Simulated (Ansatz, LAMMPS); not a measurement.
## Elastic response of glassy 67P2O5-20BaO-13Al2O3 (mol %) (86 atoms)

How stiff is glassy 67P2O5-20BaO-13Al2O3 (mol %) (86 atoms), and how do its levels respond to strain?

Main program and level: Ansatz 0.2.0; Kohn-Sham DFT, PBEsol, PAW (set soft_1), plane waves.

**1. The starting structure**

The cell holds 86 atoms: 20 P, 3 Ba, 4 Al and 59 O. Its edges and angles: a = 10.771 Å, b = 10.771 Å, c = 10.771 Å, α = 90.0°, β = 90.0°, γ = 90.0°. 86 atoms (20 P, 3 Ba, 4 Al, 59 O) placed at random at 2.81 g/cm³, melted at 4000 K for 10 ps at fixed volume with the Morse and Coulomb pair potential with partial charges (Pedone, Malavasi, Menziani, Cormack and Segre, J. Phys. Chem. B 110, 11780 (2006)). Quenched from 4000 K to 300 K at 20 K/ps and fixed volume, held 10 ps at zero pressure, then minimised at fixed cell.

What the set-up can't give: The quench rate of 20 K/ps is orders of magnitude faster than experiment, which tends to freeze in extra defects. The network of bonds at the start is that of the classical potential that made the cell, and needn't be the one that DFT or experiment would give. Only the Γ point is sampled. No spin–orbit coupling is included, so levels derived from the heavy atoms are approximate.

**2. Single point at the start**

The forces at the start show how far the geometry lies from a minimum of this functional.

File input.yaml:

```yaml
crystal:
  lattice:
    - [10.77141, 0.0, 0.0]
    - [0.0, 10.77141, 0.0]
    - [0.0, 0.0, 10.77141]
  atoms:
    - { symbol: P, position: [0.07407, 0.69339, 0.23456] }
    - { symbol: P, position: [0.81905, 0.10532, 0.76899] }
    - { symbol: P, position: [0.21983, 0.94507, 0.4411] }
    - { symbol: P, position: [0.12817, 0.23153, 0.04379] }
    - { symbol: P, position: [0.20863, 0.005, 0.88252] }
    - { symbol: P, position: [0.03705, 0.3251, 0.44305] }
    - { symbol: P, position: [0.62757, 0.00762, 0.15503] }
    - { symbol: P, position: [0.51261, 0.72726, 0.9379] }
    - { symbol: P, position: [0.79791, 0.78153, 0.56813] }
    - { symbol: P, position: [0.47659, 0.54721, 0.46054] }
    - { symbol: P, position: [0.53003, 0.52754, 0.7349] }
    - { symbol: P, position: [0.43902, 0.09305, 0.54629] }
    - { symbol: P, position: [0.86146, 0.94881, 0.99703] }
    - { symbol: P, position: [0.83992, 0.35973, 0.64904] }
    - { symbol: P, position: [0.19062, 0.56911, 0.46543] }
    - { symbol: P, position: [0.61402, 0.29395, 0.14764] }
    - { symbol: P, position: [0.78292, 0.01617, 0.39537] }
    - { symbol: P, position: [0.34962, 0.40189, 0.10714] }
    - { symbol: P, position: [0.39472, 0.27537, 0.76512] }
    - { symbol: P, position: [0.24497, 0.76617, 0.02285] }
    - { symbol: Ba, position: [0.84101, 0.55982, 0.94599] }
    - { symbol: Ba, position: [0.12778, 0.49732, 0.80406] }
    - { symbol: Ba, position: [0.77398, 0.55274, 0.27474] }
    - { symbol: Al, position: [0.59078, 0.91945, 0.72781] }
    - { symbol: Al, position: [0.02314, 0.92345, 0.66451] }
    - { symbol: Al, position: [0.03555, 0.03019, 0.23702] }
    - { symbol: Al, position: [0.63098, 0.28312, 0.44333] }
    - { symbol: O, position: [0.25666, 0.28826, 0.77158] }
    - { symbol: O, position: [0.11718, 0.93934, 0.53817] }
    - { symbol: O, position: [0.74474, 0.12864, 0.46854] }
    - { symbol: O, position: [0.61338, 0.68113, 0.02023] }
    - { symbol: O, position: [0.31931, 0.0391, 0.49151] }
    - { symbol: O, position: [0.28457, 0.8218, 0.43439] }
    - { symbol: O, position: [0.54406, 0.84531, 0.86558] }
    - { symbol: O, position: [0.23087, 0.90409, 0.98345] }
    - { symbol: O, position: [0.12857, 0.63057, 0.35201] }
    - { symbol: O, position: [0.51175, 0.57616, 0.6004] }
    - { symbol: O, position: [0.16899, 0.12195, 0.95635] }
    - { symbol: O, position: [0.91871, 0.805, 0.63626] }
    - { symbol: O, position: [0.61675, 0.15005, 0.13083] }
    - { symbol: O, position: [0.47787, 0.34121, 0.13877] }
    - { symbol: O, position: [0.69691, 0.36567, 0.06433] }
    - { symbol: O, position: [0.5105, 0.15984, 0.44552] }
    - { symbol: O, position: [0.32006, 0.01852, 0.80257] }
    - { symbol: O, position: [0.30637, 0.47834, 0.21385] }
    - { symbol: O, position: [0.13098, 0.43526, 0.46512] }
    - { symbol: O, position: [0.33316, 0.5542, 0.46177] }
    - { symbol: O, position: [0.1682, 0.97797, 0.31359] }
    - { symbol: O, position: [0.78625, 0.89658, 0.47468] }
    - { symbol: O, position: [0.51434, 0.41158, 0.45016] }
    - { symbol: O, position: [0.0746, 0.16866, 0.1563] }
    - { symbol: O, position: [0.50935, 0.94306, 0.13724] }
    - { symbol: O, position: [0.04341, 0.31822, 0.97718] }
    - { symbol: O, position: [0.51027, 0.98576, 0.60311] }
    - { symbol: O, position: [0.68616, 0.99686, 0.28741] }
    - { symbol: O, position: [0.35874, 0.47437, 0.98908] }
    - { symbol: O, position: [0.44555, 0.41045, 0.73566] }
    - { symbol: O, position: [0.49572, 0.63178, 0.82691] }
    - { symbol: O, position: [0.72904, 0.35879, 0.56141] }
    - { symbol: O, position: [0.10216, 0.95912, 0.80256] }
    - { symbol: O, position: [0.85924, 0.05981, 0.9011] }
    - { symbol: O, position: [0.9513, 0.32154, 0.5607] }
    - { symbol: O, position: [0.95304, 0.36573, 0.34026] }
    - { symbol: O, position: [0.42501, 0.19571, 0.64754] }
    - { symbol: O, position: [0.9888, 0.7941, 0.27856] }
    - { symbol: O, position: [0.10777, 0.20775, 0.43268] }
    - { symbol: O, position: [0.86197, 0.82929, 0.92947] }
    - { symbol: O, position: [0.65869, 0.30786, 0.28159] }
    - { symbol: O, position: [0.90315, 0.04134, 0.32859] }
    - { symbol: O, position: [0.54276, 0.62293, 0.36726] }
    - { symbol: O, position: [0.24925, 0.29998, 0.08299] }
    - { symbol: O, position: [0.3843, 0.74015, 0.00209] }
    - { symbol: O, position: [0.79647, 0.66175, 0.49982] }
    - { symbol: O, position: [0.7375, 0.96616, 0.07066] }
    - { symbol: O, position: [0.65687, 0.4863, 0.76726] }
    - { symbol: O, position: [0.8975, 0.46583, 0.7166] }
    - { symbol: O, position: [0.18189, 0.74218, 0.14908] }
    - { symbol: O, position: [0.46227, 0.23437, 0.87847] }
    - { symbol: O, position: [0.68977, 0.80385, 0.65702] }
    - { symbol: O, position: [0.17272, 0.6942, 0.92919] }
    - { symbol: O, position: [0.96756, 0.96625, 0.08606] }
    - { symbol: O, position: [0.82074, 0.24487, 0.73894] }
    - { symbol: O, position: [0.99913, 0.60518, 0.15645] }
    - { symbol: O, position: [0.69196, 0.0471, 0.75751] }
    - { symbol: O, position: [0.1588, 0.62217, 0.58902] }
    - { symbol: O, position: [0.90844, 0.04531, 0.67938] }
kpoints:
  mp_grid: { grid: [1, 1, 1] }
hamiltonian:
  xc: pbesol
  pseudopotentials: { kind: paw, azcp: { folder: soft_1 }, xc_functional: pbe }
scf:
  occupations: { method: fermi_dirac, width: 0.05 }
output:
  forces: true
```

Command:

```
ansatz run input.yaml --threads 4 --pin off --max-ram 8192MiB --backend cpu --events-out ev --progress --plain --runs-dir out
```

The program printed:

```text
[...]
Pseudopotentials: kind: paw
Pseudopotential: P, paw, valence charge 5, recommended cutoff 420 eV (normal), soft_1/P.paw.azcp
Pseudopotential: Ba, paw, valence charge 10, recommended cutoff 420 eV (normal), soft_1/Ba.paw.azcp
Pseudopotential: Al, paw, valence charge 3, recommended cutoff 420 eV (normal), soft_1/Al.paw.azcp
Pseudopotential: O, paw, valence charge 6, recommended cutoff 420 eV (normal), soft_1/O.paw.azcp
[... 3 lines on functional and potentials left out ...]
Crystal: 86 atoms, lattice volume = 1249.734 Å³
Basis set: ecut = 420 eV, 24303 PW (Γ), exchange–correlation on 144×144×144 points (8 copies of the dense FFT grid, shifted against one another)
Bands: 334, of which v1, the nominal top of the filled ones, is band 248 counted from 1 (247 counted from 0)
Symmetry: 1 space group operations
Space group: P1 (ITA 1), of the structure as read, at distance tolerance 1.1e-4 Å
k-points: 1
[... 13 lines on functional and potentials left out ...]
Initial density: superposition of atomic densities (chi_scale 0.1, normalization cell, long waves 7 % of neutral atoms (reshape's long-wave potential 1.07 eV rms, cloud 2.81 Å wide))
Initial wavefunctions: pseudopotential atomic-orbital guess
[...]
SCF iter   1: F=—  HF=-67676.250694 eV  |F-HF|=—  |Δ(HF+E_count)|=         —  Δρ=1.12e-1  dr2=3.08e2  ethr=3.10e-3  ⟨swp⟩=13.0  Hψ=2549  notcnv=0  defer=63
preconditioner: auto → LDOS  [metal: Δε(μ)=0.067 eV  Ē_g=14.428 eV  σ=0.050 eV  W_gap=0.32  n_scr=256 (ndim 8)  ℏωp=23.3 eV  f_vac=0.102  D(μ)=21.60/eV (n_scr^D=122)  β→1.0]
SCF iter   2: F=—  HF=-67698.570300 eV  |F-HF|=—  |Δ(HF+E_count)|=    2.23e1  Δρ=1.72e-1  dr2=3.21e2  ethr=3.10e-3  ⟨swp⟩=8.0  Hψ=1071  notcnv=0  defer=74
SCF iter   3: F=—  HF=-67633.388942 eV  |F-HF|=—  |Δ(HF+E_count)|=    6.52e1  Δρ=5.69e-2  dr2=4.57e1  ethr=3.10e-3  ⟨swp⟩=7.0  Hψ=845  notcnv=0  defer=78
SCF iter   4: F=—  HF=-67621.012696 eV  |F-HF|=—  |Δ(HF+E_count)|=    1.24e1  Δρ=1.68e-2  dr2=5.79e0  ethr=3.10e-3  ⟨swp⟩=5.0  Hψ=736  notcnv=0  defer=32
automatic band count: iteration 4 solves 287 bands in place of 334: the levels show a gap, and the empty bands left out lie too high to hold charge; the band table lists the bands solved (type scf.n_extra_bands for more)
SCF iter   5: F=—  HF=-67619.409027 eV  |F-HF|=—  |Δ(HF+E_count)|=    1.60e0  Δρ=1.14e-2  dr2=1.73e0  ethr=1.17e-3  ⟨swp⟩=8.0  Hψ=866  notcnv=0  defer=33
SCF iter   6: F=—  HF=-67618.973640 eV  |F-HF|=—  |Δ(HF+E_count)|=   4.35e-1  Δρ=4.38e-3  dr2=2.01e-1  ethr=3.49e-4  ⟨swp⟩=8.0  Hψ=547  notcnv=0  defer=34
[...]
SCF iter  13: F=—  HF=-67618.927306 eV  |F-HF|=—  |Δ(HF+E_count)|=   4.58e-7  Δρ=5.29e-6  dr2=1.98e-7  ethr=2.32e-10  ⟨swp⟩=3.0  Hψ=602  notcnv=0  defer=34
SCF iter  14: F=-67618.927306 eV  HF=-67618.927306 eV  |F-HF|=1.16e-9  |Δ(HF+E_count)|=   6.35e-8  Δρ=1.91e-6  dr2=2.12e-8  ethr=2.02e-11  ⟨swp⟩=6.0  Hψ=1091  notcnv=0
SCF 1 converged in 14 iterations: F = -67618.927306 eV  dr2 = 2.12e-8
[...]
SCF converged after 14 iterations
Free energy (F): -67618.927306 eV
Harris-Foulkes:  -67618.927306 eV  (|F-HF|=1.16e-9)
Internal energy: -67618.927306 eV  (E = F + TS)
E sigma→0 (E₀):  -67618.927306 eV
Fermi energy:    5.398840 eV
--- Per-component energies (eV) ---
[...]
Σ components = -67618.927306   (vs F -67618.927306, Δ=0.00e0)
--- Forces (eV/Å), atoms counted from 1 ---
  atom   1  P     -3.73807509     0.83198784    -0.33370871
  atom   2  P     -0.14123298    -3.80460660    -1.69981856
  atom   3  P      0.38034370    -4.84299577    -0.15524644
  atom   4  P     -0.29417547     0.98672947     0.36875233
[...]
atom  86  O      0.44812066     0.48937390    -0.16204504
  max |Σ_I F_I| component: 3.73e-5 eV/Å
```

The job ended after 19 s (4 threads of Arm Neoverse V1, shared host; peak memory 1.5 GiB; 74 s of CPU time).

The column dr2 measures how far the density is from self-consistency, as an energy; F and HF (Harris–Foulkes) agree once it is small.

The r.m.s. force at the start is 1.2 eV/Å.

(Part 1 of 4 ends here.)

[Logs are printed without paths, hosts, clocks, repeated set-up lines and the standing remarks that a program may print on its own settings, such as how far it seeks lower states.]

[Hosts, paths, dates, database ids (printed as entryN), source tags and the programs' standing remarks are cut or masked in the printed files.]
